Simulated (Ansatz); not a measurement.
# A hypothetical structure for NaCu, part 2 of 2

Starting from a made-up structure for NaCu, the aim is the relaxed cell, its shortest contacts and, where a second run follows, its electronic structure.

Ansatz 0.2.0; DFT, PBEsol, plane-wave PAW, files of the set soft_1, scalar-relativistic, ferromagnetic start, cell and ions relaxed at zero pressure; PAW set soft_1 (the session's first sound run).

So far: Set-up; Relaxation of the guess. The relaxed cell has a, b, c = 7.706, 3.998, 5.629 Å (conventional setting).

### Step 3. Bands of the relaxed cell

With the geometry fixed, one more self-consistent run, with a narrower smearing and the mesh shown in its input, gives the bands, and its pressure, and its forces where symmetry allows any, show how far the geometry depends on these settings.

This step: DFT, PBEsol, plane-wave PAW, files of the set soft_1, scalar-relativistic, no spin, bands and density of states at the relaxed cell; PAW set soft_1 (Ansatz 0.2.0).

input.yaml

```yaml
crystal:
  lattice:
    - [7.7058288338, 0.0, 0.0]
    - [0.0, 3.9976283979, 0.0]
    - [0.0, 0.0, 5.6288641151]
  atoms:
    - { symbol: Cu, position: [0.4725441127, 0.75, 0.5957191411] }
    - { symbol: Cu, position: [0.9725441127, 0.75, 0.9042808589] }
    - { symbol: Cu, position: [0.5274558873, 0.25, 0.4042808589] }
    - { symbol: Cu, position: [0.0274558873, 0.25, 0.0957191411] }
    - { symbol: Na, position: [0.3254477247, 0.75, 0.1072732075] }
    - { symbol: Na, position: [0.8254477247, 0.75, 0.3927267925] }
    - { symbol: Na, position: [0.6745522753, 0.25, 0.8927267925] }
    - { symbol: Na, position: [0.1745522753, 0.25, 0.6072732075] }
kpoints:
  mp_grid: { grid: [4, 8, 6] }
  band_path:
    path:
      - [[0.0, 0.0, 0.0], [0.0, 0.5, 0.0], [0.0, 0.5, 0.5], [0.0, 0.0, 0.5], [0.0, 0.0, 0.0], [0.5, 0.0, 0.0], [0.5, 0.5, 0.0], [0.5, 0.5, 0.5], [0.5, 0.0, 0.5], [0.5, 0.0, 0.0]]
      - [[0.0, 0.0, 0.5], [0.5, 0.0, 0.5]]
      - [[0.5, 0.5, 0.0], [0.0, 0.5, 0.0]]
      - [[0.0, 0.5, 0.5], [0.5, 0.5, 0.5]]
    npoints: 6
scf:
  occupations: { method: fermi_dirac, width: 0.03 }
  n_extra_bands: 12
hamiltonian:
  xc: pbesol
  pseudopotentials: { kind: paw, azcp: { folder: soft_1 }, xc_functional: pbe }
output:
  forces: true
  stress: true
  write_bands: true
  dos: { projected: true }
  write_density: true
  write_potential: true
  elf: true
  volumetric_format: npy
```

Run with:

```
> ansatz run input.yaml --threads 4 --pin off --max-ram 10240MiB --backend cpu --events-out ev --progress --plain --runs-dir out
```

Numbers of over 12 decimals in the logs are rounded to 6 here.

Log:

```text
[...]
Crystal: 8 atoms, lattice volume = 173.397 Å³
Basis set: ecut = 420 eV, 3403 PW (Γ), exchange–correlation on 108×54×80 points (8 copies of the dense FFT grid, shifted against one another)
Bands: 68, of which v1, the nominal top of the filled ones, is band 56 counted from 1 (55 counted from 0)
Symmetry: 8 space group operations
[...]
k-points: 60 of 192
[...]
SCF iter   1: F=—  HF=-32274.155233 eV  |F-HF|=—  |Δ(HF+E_count)|=         —  Δρ=4.37e-1  dr2=2.57e2  ethr=3.10e-3  ⟨swp⟩=6.3  Hψ=14800  notcnv=0  defer=7
[...]
SCF iter  11: F=-32255.500740 eV  HF=-32255.500740 eV  |F-HF|=3.07e-9  |Δ(HF+E_count)|=   2.25e-9  Δρ=1.77e-6  dr2=3.78e-9  ethr=5.37e-11  ⟨swp⟩=5.3  Hψ=22095  notcnv=0
SCF 1 converged in 11 iterations: F = -32255.500740 eV  dr2 = 3.78e-9
[...]
NSCF: frozen V_eff on 76 k-points
SCF converged after 11 iterations
Free energy (F): -32255.500740 eV
[...]
Internal energy: -32255.495421 eV  (E = F + TS)
E sigma→0 (E₀):  -32255.498081 eV
Entropy (-TS):   -0.005318 eV (-0.665 meV/atom)
Fermi energy:    5.475853 eV
[...]
--- Forces (eV/Å), atoms counted from 1 ---
  atom   1  Cu     0.02037856     0.00000000    -0.04685901
  atom   2  Cu     0.02037856     0.00000000     0.04685901
  atom   3  Cu    -0.02037856     0.00000000     0.04685901
  atom   4  Cu    -0.02037856     0.00000000    -0.04685901
  atom   5  Na    -0.00901918     0.00000000     0.00863020
  atom   6  Na    -0.00901918     0.00000000    -0.00863020
  atom   7  Na     0.00901918     0.00000000    -0.00863020
  atom   8  Na     0.00901918     0.00000000     0.00863020
  max |Σ_I F_I| component: 1.04e-17 eV/Å
--- Stress (GPa, compression-positive) ---
       -0.532706       0.000000       0.000000
        0.000000       0.916033       0.000000
        0.000000       0.000000      -0.239886
  P = ⅓ Tr σ = 0.0478 GPa (0.478 kbar)
--- Band table (eV; the first three rows and the last of 60) ---
  k-point 0: bands = [... 52 lower, 3.8005, 3.8127, 3.9438, 5.3187, 6.7225, 6.9497, 7.9247, 7.9461, ... 8 higher]
  k-point 1: bands = [... 52 lower, 3.8018, 3.8124, 4.1411, 4.7160, 6.0143, 7.2038, 7.6954, 9.0689, ... 8 higher]
  k-point 2: bands = [... 52 lower, 3.8051, 3.8111, 4.1976, 4.6066, 5.0237, 6.2180, 9.3066, 9.3372, ... 8 higher]
  k-point 59: bands = [... 52 lower, 4.2709, 4.2709, 4.2709, 4.2709, 5.9912, 5.9912, 5.9912, 5.9912, ... 8 higher]
```

Run time: 19 s. Hardware: 4 threads of AMD EPYC 7B13 (Zen 3), shared host; peak memory 1.1 GiB; 74 s of CPU time.

This step gave:

```
free energy             : -32255.5007 eV
energy at zero smearing : -32255.4981 eV
smearing term TS        : 0.005318 eV
Fermi energy            : 5.476 eV
pressure                : 0.04781 GPa
```

bands.tsv at the labelled points (eV, zero at the Fermi level; the bands that come nearest the Fermi level along the path):

```
point  band 53  band 54  band 55  band 56  band 57  band 58  band 59  band 60
    Γ    -1.68    -1.66    -1.53    -0.16     1.25     1.47     2.45     2.47
    X    -1.36    -1.36    -1.02    -1.02     1.11     1.11     2.15     2.15
    S    -1.39    -1.39    -1.10    -1.10     1.15     1.15     1.23     1.23
    Y    -1.67    -1.67    -1.16    -1.16    -0.13    -0.13     4.20     4.20
    Γ    -1.68    -1.66    -1.53    -0.16     1.25     1.47     2.45     2.47
    Z    -1.67    -1.67     0.18     0.18     0.49     0.49     2.27     2.27
    U    -1.28    -1.28    -1.28    -1.28     2.09     2.09     2.09     2.09
    R    -1.20    -1.20    -1.20    -1.20     0.52     0.52     0.52     0.52
    T    -1.84    -1.84    -1.67    -1.67     1.63     1.63     3.29     3.29
    Z    -1.67    -1.67     0.18     0.18     0.49     0.49     2.27     2.27
    Y    -1.67    -1.67    -1.16    -1.16    -0.13    -0.13     4.20     4.20
    T    -1.84    -1.84    -1.67    -1.67     1.63     1.63     3.29     3.29
    U    -1.28    -1.28    -1.28    -1.28     2.09     2.09     2.09     2.09
    X    -1.36    -1.36    -1.02    -1.02     1.11     1.11     2.15     2.15
    S    -1.39    -1.39    -1.10    -1.10     1.15     1.15     1.23     1.23
    R    -1.20    -1.20    -1.20    -1.20     0.52     0.52     0.52     0.52
```

ELF in the ac plane at fractional y = 0.250, with atoms of Cu and Na within 0.2 Å of it. It is the smooth field of the valence electrons, not physical close to the nuclei.

Ten even steps from '0' (0.03) to '9' (0.66), each cell a mean:
```
2223332222101777720332
3333211122102854830343
4310000123200677720244
2001200023310155300233
0047861024432000001232
0276583024433321011221
0276583033222233222221
0057851132222223322222
2002200232265223332233
4210001332398223332344
3333222332233223333344
2223433332222233333332
2222333333333333323322
7522333234443211123322
9722333223431000002322
3222332222200266301322
```
Columns run along a (7.7 Å), rows up along c (5.6 Å). Atoms in or near the plane, at fractional coordinates: Cu at (0.53, 0.40), Cu at (0.03, 0.10), Na at (0.67, 0.89), Na at (0.17, 0.61).

Electrostatic potential energy in the ac plane at fractional y = 0.250, with atoms of Cu and Na within 0.2 Å of it. With pseudopotentials it is smooth inside the atoms' cores, unlike the true potential.

Ten even steps from '_' (-68 eV) to '@' (9 eV), each cell a mean:
```
####%%@@@@@@@@@@@@@@@@@@@@**....==%%@@@@@@%%
@@@@@@@@@@@@@@@@@@@@@@@@@@==____--%%@@@@@@@@
@@@@@@@@@@@@@@@@@@@@@@@@@@**::..++@@@@@@@@@@
@@@@@@%%%%@@@@@@@@@@@@@@@@%%####%%@@@@@@@@@@
@@@@%%++==##@@@@@@@@@@@@@@@@@@@@@@@@@@@@@@@@
@@@@++____--%%@@@@@@@@@@@@@@@@@@@@@@@@@@@@@@
@@%%++____--%%@@@@@@@@%%%%@@@@@@@@@@@@@@@@@@
@@@@##====##@@@@@@@@**====##@@@@@@@@@@@@@@@@
@@@@@@%%%%@@@@@@@@##--__..==%%@@@@@@@@@@@@@@
@@@@@@@@@@@@@@@@@@##::____--%%@@@@@@@@@@@@@@
@@@@@@@@@@@@@@@@@@%%==::::++%%@@@@@@@@@@@@@@
%%%%@@@@@@@@@@@@@@@@%%**##%%@@@@@@@@@@@@@@@@
====##@@@@@@@@@@@@@@@@@@@@@@@@@@@@@@@@@@%%**
__..==%%@@@@@@@@@@@@@@@@@@@@@@@@@@@@@@@@##--
____--%%@@@@@@@@@@@@@@@@@@@@@@@@@@@@@@@@##::
::::++%%@@@@@@@@@@@@@@@@@@%%####%%@@@@@@%%++
```
Columns run along a (7.7 Å; values clipped at the 3rd and 97th percentile), rows up along c (5.6 Å). Atoms in or near the plane, at fractional coordinates: Cu at (0.53, 0.40), Cu at (0.03, 0.10), Na at (0.67, 0.89), Na at (0.17, 0.61).

Valence density in the ac plane at fractional y = 0.250, with atoms of Cu and Na within 0.2 Å of it. It is the smooth field of the valence electrons, not physical close to the nuclei.

Ten steps, logarithmic in the rise over the least value, from '0' (0 e/Å³) to '9' (50 e/Å³), each cell a mean:
```
2210000000000366400001
0000000000000477510000
0000000000000266300000
0000000000000012000000
0014420000000000000000
0047741000000000000000
0047741000011000000000
0014420001244200000000
0000000001588410000000
0000000002699510000000
0000000001466310000000
1100000000122100000000
5420000000000000000012
9851000000000000000025
9951000000000000000026
6631000000000022100014
```
Columns run along a (7.7 Å), rows up along c (5.6 Å). Atoms in or near the plane, at fractional coordinates: Cu at (0.53, 0.40), Cu at (0.03, 0.10), Na at (0.67, 0.89), Na at (0.17, 0.61).

### Step 4. Results

| Quantity | Value |
| --- | --- |
| space group, relaxed | Pnma |
| conventional cell | a = 7.706, b = 3.998, c = 5.629 Å; α = 90.0°, β = 90.0°, γ = 90.0° |
| volume per atom | 21.67 Å³ (guess 26.32) |
| total moment | 0.00 μB in the cell of 8 atoms |

**Reading.** NaCu relaxes to Pnma with a = 7.706, b = 3.998 and c = 5.629 Å. The guessed volume was 21 % too large. The space group Pnma was held in the relaxation, so the end point is a stationary structure within it and may be a saddle against distortions or other arrangements. The moments died out from this one start and weren't seeded again at the relaxed cell. Bands cross the Fermi level, so it is a metal or semimetal at this level. On the 4×8×6 mesh with the narrower smearing (relaxed on 4×7×4) the largest force component is 0.047 eV/Å and the largest stress component is 0.916 GPa, against the relaxation's thresholds of 0.015 eV/Å and 0.05 GPa. The cutoff wasn't tested. A vector of the cell changed its length by 25 %, so the starting arrangement is largely lost and the mesh was laid for another shape. No dispersion term is used, so weakly bound directions may come out too long. Nothing here tests whether the compound is stable against decomposition.

[Logs are printed without paths, hosts, clocks, repeated set-up lines and the standing remarks that a program may print on its own settings, such as how far it seeks lower states.]

[Hosts, paths, dates, database ids (printed as entryN), source tags and the programs' standing remarks are cut or masked in the printed files.]
